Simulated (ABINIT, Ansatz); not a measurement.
**H6PbCBr3N (Pm): G0W0 with ABINIT, start to end**

Aim: the G0W0 gap of H6PbCBr3N (Pm) on PBEsol, step by step.

Program: ABINIT 10.8.3. Level of theory: PBEsol and many-body steps on it, plane waves. Results are calculated unless marked as measured.

Report form: the programs' logs are mostly left out.

### 1. The starting structure

The structure is monoclinic, space group Pm (No. 6). The conventional cell has a = 6.039 Å, b = 6.060 Å, c = 6.128 Å, α = 90.00°, β = 90.07°, γ = 90.00°. H has 1 N at 1.04 Å nearest. Nearest to H lie 1 N at 1.04 Å. H has 1 C at 1.09 Å nearest. Nearest to H lie 1 C at 1.10 Å. Pb has 6 Br at 2.98 to 3.11 Å nearest. Nearest to C lie 3 H at 1.09 to 1.10 Å and 1 N at 1.49 Å. Farther neighbours and most contacts between anions are not listed.

The cell and positions are those that the Materials Project relaxed with its own functionals (PBE, PBE+U or r2SCAN), kept fixed. Spin-orbit coupling is left out unless a step names it.

### 2. Ground state

This step: ABINIT 10.8.3; DFT, PBEsol, plane waves, norm-conserving pseudopotentials.

The ground-state density comes first.

The input, run.abi:

```
acell 3*1.0 Angstrom
rprim 
  6.038531000000 -0.000000000000 -0.000000000000
  -0.000000000000 6.059680000000 0.000000000000
  -0.007679000000 0.000000000000 6.128174000000
ntypat 5
znucl 1 82 6 35 7
natom 12
typat 1 1 1 1 1 1 2 3 4 4 4 5
xred 
  0.218258000000 0.862101000000 0.968190000000
  0.177786000000 0.000000000000 0.198636000000
  0.825095000000 0.851944000000 0.061619000000
  0.869341000000 0.000000000000 0.811715000000
  0.825095000000 0.148056000000 0.061619000000
  0.218258000000 0.137899000000 0.968190000000
  0.475266000000 0.500000000000 0.477994000000
  0.897311000000 0.000000000000 0.988520000000
  0.430028000000 0.500000000000 0.972748000000
  0.434852000000 0.000000000000 0.512708000000
  0.966538000000 0.500000000000 0.440736000000
  0.140606000000 0.000000000000 0.032465000000
pp_dirpath "pseudos"
pseudos "H.upf, Pb.upf, C.upf, Br.upf, N.upf"
ecut 37
ngkpt 4 4 4
nshiftk 1
shiftk 0 0 0
kptopt 1
chksymbreak 0
nband 54
occopt 1
tolvrs 1e-08
nstep 60
prtwf 0
optforces 0
optstress 0
indata_prefix "in"
outdata_prefix "out"
tmpdata_prefix "tmp"
```

Run with:

```console
OMP_NUM_THREADS=1 mpirun -n 4 abinit run.abi > log
```

The job ended after 6.2 min (4 MPI ranks of Arm Neoverse V2, shared host; peak memory 0.89 GiB).

This step gave:

| Quantity | Value |
| --- | --- |
| total energy | -17291.7200 eV |
| gap | 2.005 eV |
| k of the valence top | 0.5, 0.5, 0.5 |
| k of the conduction bottom | 0.5, 0.5, 0.5 |
| least direct gap | 2.005 eV |

The gap is direct, at (0.500, 0.500, 0.500).

### 3. Bands along the symmetry lines

The cheap functional maps the bands first; the places of the edges decide which points the dearer methods must see.

Changes to run.abi since step 2:

```diff
@@ -25,14 +25,45 @@
 ecut 37
-ngkpt 4 4 4
-nshiftk 1
-shiftk 0 0 0
-kptopt 1
-chksymbreak 0
-nband 54
-occopt 1
-tolvrs 1e-08
-nstep 60
+iscf -2
+irdden 1
+kptopt 0
+nkpt 31
+kpt 
+  0.00000000 0.00000000 0.00000000
+  0.00000000 0.16666667 0.00000000
+  0.00000000 0.33333333 0.00000000
+  0.00000000 0.50000000 0.00000000
+  0.00000000 0.50000000 0.16666667
+  0.00000000 0.50000000 0.33333333
+  0.00000000 0.50000000 0.50000000
+  0.00000000 0.33333333 0.50000000
+  0.00000000 0.16666667 0.50000000
+  0.00000000 0.00000000 0.50000000
+  0.00000000 0.00000000 0.33333333
+  0.00000000 0.00000000 0.16666667
+  0.00000000 0.00000000 0.00000000
+  -0.16666667 0.00000000 0.16666667
+  -0.33333333 0.00000000 0.33333333
+  -0.50000000 0.00000000 0.50000000
+  -0.50000000 0.16666667 0.50000000
+  -0.50000000 0.33333333 0.50000000
+  -0.50000000 0.50000000 0.50000000
+  -0.33333333 0.50000000 0.33333333
+  -0.16666667 0.50000000 0.16666667
+  0.00000000 0.50000000 0.00000000
+  -0.16666667 0.50000000 0.00000000
+  -0.33333333 0.50000000 0.00000000
+  -0.50000000 0.50000000 0.00000000
+  -0.50000000 0.33333333 0.00000000
+  -0.50000000 0.16666667 0.00000000
+  -0.50000000 0.00000000 0.00000000
+  -0.33333333 0.00000000 0.00000000
+  -0.16666667 0.00000000 0.00000000
+  0.00000000 0.00000000 0.00000000
+istwfk *1
+nband 51
+nbdbuf 2
+tolwfr 1e-08
+nstep 40
 prtwf 0
-optforces 0
-optstress 0
+prtvol 0
 indata_prefix "in"
```

Wall time 2.5 min (4 MPI ranks); peak memory 0.79 GiB; 10 min of CPU time.

This step gave:

- gap: 2.005 eV
- k of the valence top: -0.5, 0.5, 0.5
- k of the conduction bottom: -0.5, 0.5, 0.5
- least direct gap: 2.005 eV

The gap is 2.005 eV, as in the run before at this level.

The electronic bands at the labelled points (eV, zero at the top of the highest filled band):

```
point  band 41  band 42  band 43  band 44  band 45  band 46  band 47  band 48
    Γ    -1.44    -1.33    -1.03    -1.01     4.06     5.17     5.25     5.75
    Z    -1.32    -1.24    -1.06    -0.98     2.83     4.89     5.41     5.48
    D    -1.35    -1.25    -1.18    -0.59     2.41     2.46     5.14     5.68
    B    -1.35    -1.28    -1.04    -0.99     2.75     5.10     5.22     5.45
    Γ    -1.44    -1.33    -1.03    -1.01     4.06     5.17     5.25     5.75
    A    -1.49    -1.21    -0.81    -0.39     2.38     2.55     4.80     5.27
    E    -1.25    -0.81    -0.81     0.00     2.00     2.02     2.23     5.29
    Z    -1.32    -1.24    -1.06    -0.98     2.83     4.89     5.41     5.48
   C2    -1.50    -1.21    -0.81    -0.30     2.41     2.53     4.74     5.44
   Y2    -1.39    -1.18    -1.15    -0.71     2.86     4.31     4.98     5.06
    Γ    -1.44    -1.33    -1.03    -1.01     4.06     5.17     5.25     5.75
```

### 4. Empty states on the mesh, 2×2×2 mesh, 337 bands

The sums over transitions need many empty states on a uniform mesh; this step solves for them.

The input, run.abi:

```
acell 3*1.0 Angstrom
rprim 
  6.038531000000 -0.000000000000 -0.000000000000
  -0.000000000000 6.059680000000 0.000000000000
  -0.007679000000 0.000000000000 6.128174000000
ntypat 5
znucl 1 82 6 35 7
natom 12
typat 1 1 1 1 1 1 2 3 4 4 4 5
xred 
  0.218258000000 0.862101000000 0.968190000000
  0.177786000000 0.000000000000 0.198636000000
  0.825095000000 0.851944000000 0.061619000000
  0.869341000000 0.000000000000 0.811715000000
  0.825095000000 0.148056000000 0.061619000000
  0.218258000000 0.137899000000 0.968190000000
  0.475266000000 0.500000000000 0.477994000000
  0.897311000000 0.000000000000 0.988520000000
  0.430028000000 0.500000000000 0.972748000000
  0.434852000000 0.000000000000 0.512708000000
  0.966538000000 0.500000000000 0.440736000000
  0.140606000000 0.000000000000 0.032465000000
pp_dirpath "pseudos"
pseudos "H.upf, Pb.upf, C.upf, Br.upf, N.upf"
ecut 37
ngkpt 2 2 2
nshiftk 1
shiftk 0 0 0
kptopt 1
chksymbreak 0
iscf -2
irdden 1
istwfk *1
nband 337
nbdbuf 30
tolwfr 1e-09
nstep 60
prtvol 0
indata_prefix "in"
outdata_prefix "out"
tmpdata_prefix "tmp"
```

The job ended after 11 min (4 MPI ranks; peak memory 1.2 GiB).

This step gave:

```yaml
gap: 2.005 eV
k_of_the_valence_top: 0.5, 0.5, 0.5
k_of_the_conduction_bottom: 0.5, 0.5, 0.5
least_direct_gap: 2.005 eV
k_points_computed: 8
lowest_point_of_the_top_converged_band_above_the_valence_top: 59.7951 eV
```

On this mesh the gap is 2.005 eV.

### 5. Screening, 2×2×2 mesh, 307 bands, screening to 149.7 eV

The RPA dielectric matrix is built and inverted for each q.

This step: RPA screening on PBEsol, plane waves, norm-conserving pseudopotentials.

Changes to run.abi since step 4:

```diff
@@ -30,10 +30,11 @@
 chksymbreak 0
-iscf -2
-irdden 1
 istwfk *1
-nband 337
-nbdbuf 30
-tolwfr 1e-09
-nstep 60
-prtvol 0
+occopt 1
+irdwfk 1
+optdriver 3
+nband 307
+ecuteps 5.5
+inclvkb 2
+awtr 1
+symchi 1
 indata_prefix "in"
```

Wall time 13 min (4 MPI ranks); peak memory 6.8 GiB.

Numbers from this step:

```yaml
eps_infinity_with_local_fields_on_this_mesh_along_the_program_s_q_direction: 6.436
the_same_without_local_fields: 7.358
plasma_frequency: 23.26 eV
plane_waves_in_the_screening_matrix: 933
```

Local fields lower ε∞ by 13 %. On a Γ-centred mesh this coarse the value itself is usually too large, while a short band sum pulls it down.

### 6. Self-energy, 2×2×2 mesh, 307 bands, screening to 149.7 eV

The self-energy is evaluated for the states that the input lists, and the levels follow from it, in one-shot runs by the linearised quasiparticle equation.

This step: G0W0 on PBEsol, plane waves, norm-conserving pseudopotentials.

Changes to run.abi since step 5:

```diff
@@ -33,8 +33,17 @@
 irdwfk 1
-optdriver 3
+optdriver 4
 nband 307
+gwcalctyp 0
+ecutsigx 37
+symsigma 1
+nkptgw 2
+kptgw 
+  0.5000000000 0.5000000000 0.5000000000
+  0.0000000000 0.0000000000 0.0000000000
+bdgw 
+  43 46
+  43 46
 ecuteps 5.5
-inclvkb 2
-awtr 1
-symchi 1
+irdscr 1
+ppmodel 1
 indata_prefix "in"
```

Run time: 2.9 min. Hardware: 4 MPI ranks; peak memory 6.2 GiB; 11 min of CPU time.

Numbers from this step:

```yaml
g0w0_gap_on_the_points_computed: 3.854 eV
starting_gap_on_the_mesh: 2.005 eV
k_of_the_valence_top: 0.5, 0.5, 0.5
k_of_the_conduction_bottom: 0.5, 0.5, 0.5
z_at_the_valence_top: 0.797
z_at_the_conduction_bottom: 0.816
least_direct_g0w0_gap_on_the_computed_points: 3.854 eV
```

The gap on the mesh goes from 2.00 eV to 3.85 eV, a correction of +1.85 eV.

Limits: finite bands, cutoff and mesh; no spin-orbit coupling; coarse k mesh. v1 is the top filled band, c1 the lowest empty one. Levels before and after the correction, in eV, zero at the valence-band top of each column:

```
           conduction bottom  valence top
Kohn-Sham               2.00         0.00
     G0W0               3.85         0.00
```

```
                      level  energy (eV)
Kohn-Sham  (0.5 0.5 0.5) v2       -0.811
Kohn-Sham  (0.5 0.5 0.5) v1        0.000
Kohn-Sham  (0.5 0.5 0.5) c1        2.005
Kohn-Sham  (0.5 0.5 0.5) c2        2.017
     G0W0  (0.5 0.5 0.5) v2       -1.345
     G0W0  (0.5 0.5 0.5) v1        0.000
     G0W0  (0.5 0.5 0.5) c1        3.854
     G0W0  (0.5 0.5 0.5) c2        3.889
```

### 7. Where the time went

Times are wall times on 4 MPI ranks of Arm Neoverse V2, shared host, good to a factor of about two.

```
                          step     time  share  memory (GiB)
                  ground state  6.2 min   17 %          0.89
bands along the symmetry lines  2.5 min    7 %          0.79
      empty states on the mesh   11 min   32 %           1.2
                     screening   13 min   36 %           6.8
                   self-energy  2.9 min    8 %           6.2
```

### 8. Summary of results

* PBEsol gap: 2.00 eV, direct
* G0W0 gap on the mesh: 3.85 eV
* GW settings: 2×2×2 mesh, 307 bands, screening to 149.7 eV, Godby-Needs plasmon pole
* known limits: not at the basis limit; no spin-orbit coupling; coarse k mesh

In words: G0W0 moves the gap on the mesh from 2.00 eV to 3.85 eV (+1.85 eV), with Z of 0.80 and 0.82 at the edges. Local fields lower the RPA ε∞ on this mesh from 7.36 to 6.44; a Γ-centred mesh this coarse tends to raise both, most where the direct gap is narrow, while a short band sum lowers them. Only 2 of the mesh's irreducible points were corrected, so a valley elsewhere could overtake. Bands and cutoff are finite, so the gap is not at the basis limit. The miss can reach some tenths of an eV and take either sign; the mesh is an error of its own. In the G0W0 run levels were corrected at 2 k points alone, so a gap called «on the mesh» is the least over those, and an edge elsewhere would be missed. The 2×2×2 mesh is coarse for this cell, which bears on the long-range parts of exchange and screening. Where an edge is built on 6p states of lead, bismuth or thallium, scalar-relativistic gaps usually stand too wide, by a few tenths to over one eV. The many-body steps are scalar-relativistic: spin-orbit coupling is not in them.

[Paths, hosts, dates, memory and timing lines, banners, echoed tables and standing remarks are left out of the program output.]

[Logs are printed without paths, hosts, clocks, repeated set-up lines and the standing remarks that a program may print on its own settings, such as how far it seeks lower states.]

[Runs of the session that timed out or met a known fault of the program may be left out.]

[Hosts, paths, dates, database ids (printed as entryN), source tags and the programs' standing remarks are cut or masked in the printed files.]

[G0W0 gaps are taken among the corrected bands and points alone; a level outside them can change the order at an edge.]

[Where Ansatz stands beside ABINIT at settings called matched, ABINIT's density can come from a denser mesh and the files from another edition; pairs whose starting gaps differed by over 0.03 eV were left out, so agreement reads better than it is.]
